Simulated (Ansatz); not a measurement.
# InF (model cell, started as wurtzite): relaxing the cell for a phonon run

Task: relax InF (model cell, started as wurtzite) tightly.

Main program and level: Ansatz 0.2.0; DFT PBE, scalar-relativistic, plane waves, PAW.

Most raw output is cut from this account.

The structure was built from a prototype and need not be the compound's stable phase.

## (1) Starting point

It takes space group P6_3mc (No. 186, hexagonal). The conventional cell has a = 4.037 Å, b = 4.037 Å, c = 6.593 Å, α = 90.00°, β = 90.00°, γ = 120.00°. Nearest to In lie 4 F at 2.47 Å. F has 4 In at 2.47 Å nearest. Farther neighbours and most contacts between anions are not listed.

## (2) A coarse first look

First a cheap look: the gap decides the mesh and the occupations, the pressure tells how far the cell has to move.

Input file input.yaml:

```yaml
crystal:
  lattice:
    - [4.03709, 0.0, 0.0]
    - [-2.01854, 3.49622, 0.0]
    - [0.0, 0.0, 6.59256]
  atoms:
    - { symbol: In, position: [0.333333, 0.666667, 0.0] }
    - { symbol: In, position: [0.666667, 0.333333, 0.5] }
    - { symbol: F, position: [0.333333, 0.666667, 0.375] }
    - { symbol: F, position: [0.666667, 0.333333, 0.875] }
kpoints:
  mp_grid: { grid: [6, 6, 4] }
hamiltonian:
  xc: pbe
scf:
  occupations: { method: gaussian, width: 0.1 }
output:
  forces: true
  stress: true
  eigenvalues: true
```

Run with:

```console
> ansatz run input.yaml --threads 4 --pin off --max-ram 7168MiB --backend cpu --events-out ev --progress --plain --runs-dir out
```

The job ended after 2.3 s (4 threads of Arm Neoverse N1, shared host; peak memory 0.33 GiB).

This step gave:

```yaml
pressure: 4.984 GPa
gap_on_the_k_mesh: 1.618 eV
volume_per_atom: 23.26 Å³
direct_gap_on_mesh: 1.757 eV
```

The coarse mesh shows a gap of 1.62 eV and a pressure of 5.0 GPa.

## (3) Relaxation

Harmonic phonons are second derivatives at a point where the forces vanish, and they are wanted at zero stress, so atoms and cell are relaxed first.

input.yaml, the sections that differ from step 2:

```yaml
kpoints:
  mp_grid: { grid: [9, 9, 4] }
scf:
  occupations: { method: gaussian, width: 0.02 }
output:
  forces: true
  stress: true
  eigenvalues: true
  write_density: true
  write_potential: true
  elf: true
  volumetric_format: npy
relax:
  adjacent_minimum: "off"
  f_tol: 0.005
  max_steps: 80
  cell: { stress_tol: 0.05 }
# crystal, hamiltonian: as in step 2
```

The job ended after 4.5 min (4 threads; peak memory 0.51 GiB).

Step by step (22 of 32):

| step | energy less that of the first step (eV) | largest force component (eV/Å) | pressure (GPa) | volume (Å³) |
| --- | --- | --- | --- | --- |
| 1 | 0.0000 | 0.0265 | 4.98 | 93.05 |
| 2 | -0.1634 | 0.0007 | 0.04 | 105.53 |
| 4 | -0.1635 | 0.0042 | -0.08 | 105.77 |
| 5 | -0.1638 | 0.0057 | -0.08 | 105.65 |
| 7* | -0.2103 | 0.0062 | 0.69 | 105.40 |
| 8 | -0.2193 | 0.0281 | 0.20 | 106.38 |
| 10 | -0.2315 | 0.0063 | -0.30 | 105.81 |
| 11 | -0.2337 | 0.0010 | -0.20 | 105.17 |
| 13 | -0.2407 | 0.0060 | 0.08 | 101.41 |
| 14 | -0.2406 | 0.0004 | 0.00 | 101.52 |
| 16 | -0.2989 | 0.0028 | 0.41 | 98.84 |
| 17 | -0.3012 | 0.0478 | -0.44 | 101.92 |
| 19 | -0.3065 | 0.0055 | 0.00 | 99.97 |
| 20 | -0.3062 | 0.0003 | 0.00 | 100.15 |
| 22 | -0.3266 | 0.0222 | 0.12 | 98.82 |
| 23 | -0.3255 | 0.0051 | 0.09 | 100.51 |
| 25* | -0.3286 | 0.0012 | 0.07 | 101.10 |
| 26 | -0.3288 | 0.0012 | 0.03 | 101.55 |
| 28 | -0.3277 | 0.0184 | 0.08 | 102.20 |
| 29 | -0.3279 | 0.0001 | 0.00 | 102.16 |
| 31 | -0.3296 | 0.0001 | 0.00 | 102.50 |
| 32* | -0.3302 | 0.0000 | 0.00 | 102.50 |

Relaxation steps marked * repeat the geometry before them on a plane-wave basis chosen anew for their cell, so energy and pressure can jump there. Other such steps can lie between the rows shown. Relaxation step 28 was tried and not accepted.

The run keeps the 12 symmetry operations that it works with, so distortions that break them were not tested.

| cell as run | before | after | change |
| --- | --- | --- | --- |
| a (Å) | 4.037 | 3.646 | -9.7 % |
| b (Å) | 4.037 | 3.646 | -9.7 % |
| c (Å) | 6.593 | 8.903 | +35.0 % |
| volume (Å³/atom) | 23.26 | 25.63 | +10.2 % |

The atoms that moved most (Å, as changes of fractional coordinates times the final cell):

| atom | dx | dy | dz | length |
| --- | --- | --- | --- | --- |
| F4 | 0.000 | 0.000 | -0.074 | 0.074 |
| In1 | 0.000 | 0.000 | 0.074 | 0.074 |
| In2 | 0.000 | 0.000 | 0.074 | 0.074 |
| F3 | 0.000 | 0.000 | -0.074 | 0.074 |

The relaxed structure:

```xyz
4
Lattice="3.6461 0.0000 0.0000 -1.8230 3.1576 0.0000 0.0000 0.0000 8.9032" Properties=species:S:1:pos:R:3 pbc="T T T"
In    0.0000    2.1051    0.0736
In    1.8230    1.0525    4.5252
F     0.0000    2.1051    3.2651
F     1.8230    1.0525    7.7167
```

This step gave:

* pressure: 0.001333 GPa
* gap on the k-mesh: 1.676 eV
* volume per atom: 25.63 Å³
* direct gap on mesh: 1.935 eV

ELF in the ac plane at fractional y = 0.333, with atoms of In and F within 0.2 Å of it. It is the smooth field of the valence electrons, not physical close to the nuclei.

Values, 24 rows by 14 columns, each cell a mean:
```
0.17 0.22 0.25 0.24 0.19 0.13 0.14 0.26 0.44 0.53 0.50 0.33 0.17 0.12
0.11 0.14 0.18 0.16 0.12 0.14 0.37 0.64 0.77 0.78 0.78 0.71 0.48 0.21
0.11 0.08 0.09 0.08 0.09 0.26 0.61 0.78 0.73 0.59 0.66 0.79 0.70 0.41
0.15 0.05 0.03 0.04 0.09 0.33 0.65 0.79 0.75 0.65 0.71 0.80 0.73 0.48
0.11 0.03 0.01 0.02 0.07 0.24 0.51 0.69 0.78 0.80 0.80 0.74 0.59 0.36
0.04 0.01 0.01 0.01 0.03 0.08 0.20 0.33 0.46 0.51 0.49 0.39 0.25 0.13
0.02 0.01 0.01 0.01 0.02 0.03 0.04 0.06 0.07 0.08 0.08 0.06 0.05 0.04
0.13 0.07 0.03 0.05 0.11 0.17 0.21 0.22 0.21 0.21 0.21 0.22 0.21 0.20
0.35 0.18 0.09 0.13 0.28 0.43 0.43 0.38 0.34 0.33 0.33 0.36 0.41 0.45
0.38 0.24 0.13 0.18 0.33 0.39 0.35 0.34 0.30 0.27 0.29 0.33 0.34 0.37
0.30 0.22 0.13 0.17 0.28 0.31 0.32 0.24 0.10 0.05 0.06 0.18 0.31 0.32
0.23 0.16 0.10 0.13 0.20 0.26 0.29 0.16 0.02 0.00 0.00 0.09 0.26 0.29
0.14 0.10 0.09 0.10 0.13 0.19 0.27 0.22 0.09 0.04 0.06 0.17 0.27 0.23
0.11 0.14 0.19 0.17 0.12 0.12 0.19 0.26 0.27 0.25 0.26 0.27 0.22 0.14
0.15 0.28 0.36 0.32 0.21 0.12 0.11 0.15 0.21 0.24 0.23 0.18 0.12 0.09
0.21 0.35 0.42 0.38 0.27 0.14 0.07 0.07 0.10 0.13 0.12 0.08 0.06 0.08
0.16 0.25 0.29 0.27 0.20 0.11 0.04 0.03 0.03 0.03 0.03 0.02 0.03 0.06
0.05 0.07 0.09 0.08 0.06 0.04 0.02 0.01 0.01 0.01 0.01 0.01 0.01 0.02
0.03 0.03 0.03 0.03 0.03 0.02 0.02 0.01 0.01 0.01 0.01 0.01 0.01 0.02
0.16 0.19 0.20 0.20 0.17 0.13 0.08 0.05 0.02 0.02 0.02 0.03 0.06 0.11
0.39 0.43 0.44 0.43 0.40 0.32 0.21 0.11 0.05 0.04 0.04 0.08 0.16 0.28
0.40 0.41 0.40 0.40 0.40 0.36 0.26 0.15 0.07 0.05 0.06 0.11 0.21 0.33
0.32 0.33 0.33 0.33 0.32 0.29 0.22 0.13 0.07 0.06 0.06 0.10 0.18 0.27
0.25 0.28 0.30 0.30 0.27 0.21 0.14 0.10 0.10 0.12 0.11 0.09 0.12 0.18
```
Columns run along a (3.6 Å), rows up along c (8.9 Å). Atoms in or near the plane, at fractional coordinates: In at (0.67, 0.51), F at (0.67, 0.87).

Valence density in the ac plane at fractional y = 0.333, with atoms of In and F within 0.2 Å of it. It is the smooth field of the valence electrons, not physical close to the nuclei.

Ten steps, logarithmic in the rise over the least value, from '0' (0 e/Å³) to '9' (11 e/Å³), each cell a mean:
```
22222112333221
11111134677532
11001246899742
10000136899742
00000124666431
00000011232210
00000000011000
00000000111100
00000112222211
10001134565432
11011246888753
21111357999863
11111246898753
11111134566432
11211112222211
11111100000000
01110000000000
00000000000000
00000000000000
00000000000000
01110000000000
11111100000001
22222110000011
22332211111111
```
Columns run along a (3.6 Å), rows up along c (8.9 Å). Atoms in or near the plane, at fractional coordinates: In at (0.67, 0.51), F at (0.67, 0.87).

Electrostatic potential energy in the ac plane at fractional y = 0.333, with atoms of In and F within 0.2 Å of it. With pseudopotentials it is smooth inside the atoms' cores, unlike the true potential.

Ten even steps from '_' (-39 eV) to '@' (9 eV), each cell a mean:
```
%%######%%%%@@@@@@@@@@@@@@%%
%%%%%%%%%%@@@@%%++--==##@@@@
@@@@@@@@@@@@@@++______--##@@
@@@@@@@@@@@@@@++..____--%%@@
@@@@@@@@@@@@@@@@**==++%%@@@@
@@@@@@@@@@@@@@@@@@@@@@@@@@@@
@@@@@@@@@@@@@@@@@@@@@@@@@@@@
@@@@@@@@@@@@@@@@@@@@@@@@@@@@
@@@@@@@@@@@@%%%%%%####%%%%@@
@@@@@@@@@@%%##++--::--==**%%
%%@@@@@@%%##++::______..--**
%%@@@@@@%%##--__________::**
%%@@@@@@%%##==..______..--**
@@@@@@@@@@%%##++--::::==**%%
@@@@@@@@@@@@%%%%########%%@@
@@@@@@@@@@@@@@@@@@%%@@@@@@@@
@@@@@@@@@@@@@@@@@@@@@@@@@@@@
@@@@@@@@@@@@@@@@@@@@@@@@@@@@
@@@@@@@@@@@@@@@@@@@@@@@@@@@@
@@@@@@@@@@@@@@@@@@@@@@@@@@@@
@@@@@@@@@@@@@@@@@@@@@@@@@@@@
%%%%%%%%%%@@@@@@@@@@@@@@@@@@
%%%%####%%%%@@@@@@@@@@@@@@%%
%%########%%@@@@@@@@@@@@@@%%
```
Columns run along a (3.6 Å; values clipped at the 3rd and 97th percentile), rows up along c (8.9 Å). Atoms in or near the plane, at fractional coordinates: In at (0.67, 0.51), F at (0.67, 0.87).

In this step the volume went from 23.26 to 25.63 Å³/atom.

## (4) Bringing the structure to rest

The relaxation is repeated from its end on the same settings, as a check that it has come to rest.

input.yaml, the sections that differ from step 3:

```yaml
crystal:
  lattice:
    - [3.6460734389, -2.6072e-06, 0.0]
    - [-1.8230344616, 3.1575935257, 0.0]
    - [0.0, 0.0, 8.9031593661]
  atoms:
    - { symbol: In, position: [0.3333333333, 0.6666666667, 0.0082643341] }
    - { symbol: In, position: [0.6666666667, 0.3333333333, 0.5082643341] }
    - { symbol: F, position: [0.3333333333, 0.6666666667, 0.3667356659] }
    - { symbol: F, position: [0.6666666667, 0.3333333333, 0.8667356659] }
# kpoints, hamiltonian, scf, output, relax: as in step 3
```

Elapsed: 31 s, on 4 threads; peak memory 0.41 GiB.

Little changed from the start: no atom moved by 0.005 Å and no cell edge by 0.1 %.

Numbers from this step:

- pressure: 0.001335 GPa

Electrostatic potential energy in the ac plane at fractional y = 0.333, with atoms of In and F within 0.2 Å of it. With pseudopotentials it is smooth inside the atoms' cores, unlike the true potential.

Values in eV, 24 rows by 14 columns, each cell a mean:
```
  2  -1  -2  -2   0   3   5   7   7   7   7   7   6   4
  4   3   2   2   4   5   6   1 -14 -22 -19  -4   6   6
  7   6   5   6   6   7   5 -14 -34 -38 -37 -24   0   7
  8   8   7   8   8   8   6 -12 -33 -37 -36 -22   1   8
  9   9   8   9   9   9   9   5  -8 -15 -12   1   8   9
  9   9   9   9   9   9   9   9   9   8   9   9   9   9
  9   9   9   9   9   9   9   9   9   9   9   9   9   9
  8   8   8   8   8   8   7   7   7   6   6   7   7   8
  7   7   8   8   7   6   4   2   0  -2  -1   1   4   5
  5   6   7   7   6   3  -2 -11 -21 -25 -23 -15  -5   1
  3   5   6   6   4  -1 -14 -28 -36 -38 -37 -32 -20  -6
  2   5   6   6   3  -3 -20 -34 -38 -39 -39 -37 -26 -10
  3   6   7   6   4  -1 -15 -29 -37 -38 -38 -33 -21  -6
  5   7   7   7   6   3  -4 -13 -23 -27 -25 -18  -7   1
  7   8   8   8   7   6   4   1  -2  -4  -4   0   3   5
  8   9   9   9   9   8   7   6   5   4   5   5   7   8
  9   9   9   9   9   9   8   8   7   7   7   8   8   9
  9   9   9   9   9   9   9   8   8   8   8   8   9   9
  9   9   9   9   9   9   9   9   8   8   8   8   9   9
  8   8   8   8   8   8   8   8   8   8   8   8   8   8
  7   6   6   6   6   7   7   8   8   8   8   8   7   7
  4   3   3   3   4   5   6   7   7   8   7   7   7   6
  2   0  -2  -1   1   3   5   6   7   7   7   7   6   4
  0  -3  -5  -4  -1   2   5   6   7   8   8   7   5   4
```
Columns run along a (3.6 Å; values clipped at the 3rd and 97th percentile), rows up along c (8.9 Å). Atoms in or near the plane, at fractional coordinates: In at (0.67, 0.51), F at (0.67, 0.87).

Valence density in the ac plane at fractional y = 0.333, with atoms of In and F within 0.2 Å of it. It is the smooth field of the valence electrons, not physical close to the nuclei.

Ten steps, logarithmic in the rise over the least value, from '_' (0 e/Å³) to '@' (11 e/Å³), each cell a mean:
```
::::::::::....::------::::..
............--==**####++--::
....____..::==**%%@@@@##==::
..________..--**%%@@@@##==::
__________..::==******==--..
____________....::--::::..__
__________________....______
________________........____
__________....::::::::::....
..______....--==++**++==--::
....__....::==**%%%%%%##++--
::........--++##@@@@@@%%**--
..........::==**%%@@%%##++--
............--==++****==--::
....::........::::::::::....
............________________
__......____________________
____________________________
____________________________
____________________________
__......____________________
............______________..
::::::::::....__________....
::::----::::................
```
Columns run along a (3.6 Å), rows up along c (8.9 Å). Atoms in or near the plane, at fractional coordinates: In at (0.67, 0.51), F at (0.67, 0.87).

ELF in the ac plane at fractional y = 0.333, with atoms of In and F within 0.2 Å of it. It is the smooth field of the valence electrons, not physical close to the nuclei.

Ten even steps from '0' (0.00) to '9' (0.80), each cell a mean:
```
22322113566421
11211148999862
10111379978985
10001489988996
10000368999974
00000124566431
00000000010000
10001222222222
42113554444455
42124444333444
32123343100233
21112331000133
11111232100232
11221123333321
13442111232211
24543100111100
13332100000000
00110000000000
00000000000000
22222110000001
45555421000013
55555431000124
34444321000123
33333211111112
```
Columns run along a (3.6 Å), rows up along c (8.9 Å). Atoms in or near the plane, at fractional coordinates: In at (0.67, 0.51), F at (0.67, 0.87).

In this step the volume went from 25.63 to 25.63 Å³/atom.

## (5) Relaxing to small forces for the phonons

Phonons need a cell at rest on their own settings, so the relaxation is repeated with tight tolerances on forces and stress on the k mesh and occupations of the first response run.

input.yaml, the sections that differ from step 4:

```yaml
scf:
  occupations: { method: fixed }
output:
  forces: true
  stress: true
  eigenvalues: true
relax:
  adjacent_minimum: "off"
  f_tol: 0.001
  max_steps: 60
  cell: { stress_tol: 0.01 }
# crystal, kpoints, hamiltonian: as in step 4
```

Wall time 42 s (4 threads); peak memory 0.42 GiB; 2.1 min of CPU time.

The steps of the relaxation:

| step | energy less that of the first step (eV) | largest force component (eV/Å) | pressure (GPa) | volume (Å³) |
| --- | --- | --- | --- | --- |
| 1 | 0.0000 | 0.0000 | 0.00 | 102.50 |
| 2 | 0.0000 | 0.0011 | 0.00 | 102.53 |
| 3 | 0.0001 | 0.0074 | 0.04 | 102.55 |
| 4 | 0.0001 | 0.0004 | 0.00 | 102.55 |
| 5 | 0.0001 | 0.0000 | 0.00 | 102.56 |
| 6* | 0.0000 | 0.0000 | 0.00 | 102.56 |
| 7 | 0.0000 | 0.0001 | 0.00 | 102.59 |
| 8* | 0.0000 | 0.0001 | 0.00 | 102.59 |

Relaxation steps marked * repeat the geometry before them on a plane-wave basis chosen anew for their cell, so energy and pressure can jump there. Relaxation step 3 was tried and not accepted.

Forces are held to the 12 operations that the run works with; a distortion that breaks them can't arise in this run.

| conventional cell, symmetrised | before | after | change |
| --- | --- | --- | --- |
| a (Å) | 3.646 | 3.642 | -0.1 % |
| b (Å) | 3.646 | 3.642 | -0.1 % |
| c (Å) | 8.903 | 8.930 | +0.3 % |
| volume (Å³/atom) | 25.63 | 25.65 | +0.1 % |

Final coordinates:

```cif
data_structure
_symmetry_space_group_name_H-M 'P 1'
_symmetry_Int_Tables_number 1
_cell_length_a 3.6423
_cell_length_b 3.6423
_cell_length_c 8.9297
_cell_angle_alpha 90.000
_cell_angle_beta 90.000
_cell_angle_gamma 120.000
_cell_volume 102.59
loop_
_atom_site_label
_atom_site_type_symbol
_atom_site_fract_x
_atom_site_fract_y
_atom_site_fract_z
_atom_site_occupancy
In1 In 0.33333 0.66667 0.00813 1
In2 In 0.66667 0.33333 0.50813 1
F3 F 0.33333 0.66667 0.36687 1
F4 F 0.66667 0.33333 0.86687 1
```

Numbers from this step:

* pressure: 0.001421 GPa
* gap on the k-mesh: 1.673 eV
* volume per atom: 25.65 Å³
* direct gap on mesh: 1.933 eV

The largest force component left is 0.11 meV/Å and the pressure is 0.001 GPa, within the tolerances set. The cell now holds 25.65 Å³/atom.

## (6) Outcome

```
space group after relaxation (within 0.01 Å) : P6_3mc
lattice constant a                           : 3.642 Å
lattice constant b                           : 3.642 Å
lattice constant c                           : 8.930 Å
volume per atom                              : 25.6 Å³
gap on the k-mesh                            : 1.67 eV
```

**Reading.** The largest force component left is 0.11 meV/Å and the pressure is 0.001 GPa, within the tolerances set. The cell now holds 25.65 Å³/atom. The relaxation keeps the symmetry of its start, so it says nothing on stability against lower symmetry. The starting cell was built on a prototype and not taken from a measurement, so the phase need not exist.

[Logs are printed without paths, hosts, clocks, repeated set-up lines and the standing remarks that a program may print on its own settings, such as how far it seeks lower states.]

[Hosts, paths, dates, database ids (printed as entryN), source tags and the programs' standing remarks are cut or masked in the printed files.]
